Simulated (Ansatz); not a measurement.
# Moving the knobs of a GW run on K3SI (antiperovskite) (Pm-3m)

Aim: change settings of a G0W0 run on K3SI (antiperovskite) (Pm-3m) and see what moves.

Program: Ansatz 0.2.0. Level of theory: G0W0 on PBE, plane waves, PAW. Results are calculated unless marked as measured.

This is a report of a sequence of runs, with most program output left out.

The structure was built from a prototype and need not be the compound's stable phase.

**1. The structure**

Symmetry: Pm-3m, No. 221, cubic system. The conventional cell has a = 6.034 Å, b = 6.034 Å, c = 6.034 Å, α = 90.00°, β = 90.00°, γ = 90.00°. Nearest to I lie 12 K at 4.27 Å. Nearest to S lie 6 K at 3.02 Å. K has 2 S at 3.02 Å and 8 K at 4.27 Å and 4 I at 4.27 Å nearest. It derives from I1K3S1. Farther neighbours and most contacts between anions are not listed.

The structure was relaxed with PBE. The structure type comes from a generator and need not be one that this composition takes. The runs that relaxed it are not among those shown. Spin-orbit coupling is left out unless a step names it. The default PAW set here is soft_2. Its files were made with PBE.

**2. The base run: 2×2×2 mesh, 655 empty bands, screening to 120 eV**

G0W0 replaces the xc potential by the self-energy, built once from these orbitals. Only a window of levels is corrected, while the sums run over the empty bands that the input names.

Contents of input.yaml:

```yaml
crystal:
  lattice:
    - [6.0335581096, 0.0, 0.0]
    - [0.0, 6.0335581096, 0.0]
    - [0.0, 0.0, 6.0335581096]
  atoms:
    - { symbol: I, position: [0.0, 0.0, 0.0] }
    - { symbol: S, position: [0.5, 0.5, 0.5] }
    - { symbol: K, position: [0.5, 0.5, 0.0] }
    - { symbol: K, position: [0.5, 0.0, 0.5] }
    - { symbol: K, position: [0.0, 0.5, 0.5] }
kpoints:
  mp_grid: { grid: [2, 2, 2] }
hamiltonian:
  xc: pbe
scf:
  occupations: { method: fixed }
gw:
  n_empty_bands: 655
  ecut_chi: 120.0
  qp_bands: [v2, c2]
  qp_kpoints: band_edges
  screening: { model: contour_deformation }
```

Run with:

```sh
> ansatz run input.yaml --threads 4 --pin off --max-ram 17510MiB --backend cpu --events-out ev --progress --plain --runs-dir out
```

Wall time 59 s (4 threads of Arm Neoverse V2, shared host); peak memory 3.4 GiB.

Numbers from this step:

```yaml
bands_summed: 680
rpa_eps_infinity_on_this_mesh_eigenvalues: 3.122, 3.122, 3.122
plane_waves_in_the_screening_matrix: 691
q_points_in_the_mesh: 8
g0w0_gap_on_the_mesh: 3.173 eV
k_of_the_valence_top: 0, 0, 0
k_of_the_conduction_bottom: 0, 0, 0
starting_gap_on_the_mesh: 1.703 eV
z_at_the_valence_top: 0.7187
z_at_the_conduction_bottom: 0.7974
least_direct_g0w0_gap_on_the_computed_points: 3.173 eV
```

The gap on the mesh goes from 1.70 eV to 3.17 eV, a correction of +1.47 eV. The program marks an edge row as in doubt. Between the two edge states, bare exchange in place of the xc potential would open the gap by 6.72 eV, and correlation takes back 5.25 eV.

**3. Variant: low screening cutoff**

Edit input.yaml of step 2 so:

```diff
@@ -19,3 +19,3 @@
   n_empty_bands: 655
-  ecut_chi: 120.0
+  ecut_chi: 55
   qp_bands: [v2, c2]
```

The job ended after 31 s (4 threads; peak memory 3.4 GiB).

Against the base:

```
              setting   base  variant
screening cutoff (eV)  120.0       55
```

```
                                    quantity  variant   base
                    starting gap on the mesh    1.703  1.703
                        G0W0 gap on the mesh    2.998  3.173
least direct G0W0 gap on the computed points    2.998  3.173
                        Z at the valence top    0.724  0.719
                  Z at the conduction bottom    0.798  0.797
```

**4. Variant: wavefunction cutoff**

Edit input.yaml of step 3 so:

```diff
@@ -18,4 +18,4 @@
 gw:
-  n_empty_bands: 655
-  ecut_chi: 55
+  n_empty_bands: 498
+  ecut_chi: 100
   qp_bands: [v2, c2]
@@ -23 +23,3 @@
   screening: { model: contour_deformation }
+basis:
+  ecutwfc: 350
```

Run time: 26 s. Hardware: 4 threads; peak memory 2.1 GiB; 1.7 min of CPU time.

The G0W0 gap on the mesh is 3.133 eV.

Against the base:

```
              setting   base  variant
          empty bands    655      498
screening cutoff (eV)  120.0      100
         typed cutoff      -      350
```

```
                                    quantity  variant   base
                    starting gap on the mesh    1.703  1.703
                        G0W0 gap on the mesh    3.133  3.173
least direct G0W0 gap on the computed points    3.133  3.173
                        Z at the valence top    0.719  0.719
                  Z at the conduction bottom    0.798  0.797
```

**5. What came out**

```
base                 : 3.17 eV, 59 s
low screening cutoff : 3.00 eV, 31 s
wavefunction cutoff  : 3.13 eV, 26 s
```

In words: Low screening cutoff: the gap moves by −0.17 eV; such settings are too crude to quote. Wavefunction cutoff: the gap moves by −0.04 eV and the time by a factor of 0.44 (the plane-wave cutoff goes from 420 to 350 eV). The variant differs from the base in empty bands, screening cutoff and typed cutoff together, so the change can't be laid to one of them. All runs here use a coarse mesh and modest cutoffs; they test settings and are not final values. The 2×2×2 mesh is coarse for this cell (its supercell is 12 Å along the shortest edge). The RPA ε∞ on it, from the PBE start, is 3.12; such meshes misread the long-range screening, most where the gap is narrow. The many-body steps are scalar-relativistic: spin-orbit coupling is not in them. The program marks a band-edge row as in doubt, so the gap is less sure than its digits.

[Paths, hosts, dates, memory and timing lines, banners, echoed tables and standing remarks are left out of the program output.]

[Logs are printed without paths, hosts, clocks, repeated set-up lines and the standing remarks that a program may print on its own settings, such as how far it seeks lower states.]

[Runs of the session that timed out or met a known fault of the program may be left out.]

[Cells called generated may have been cut or substituted from an entry of the Crystallography Open Database or the Materials Project.]

[Hosts, paths, dates, database ids (printed as entryN), source tags and the programs' standing remarks are cut or masked in the printed files.]
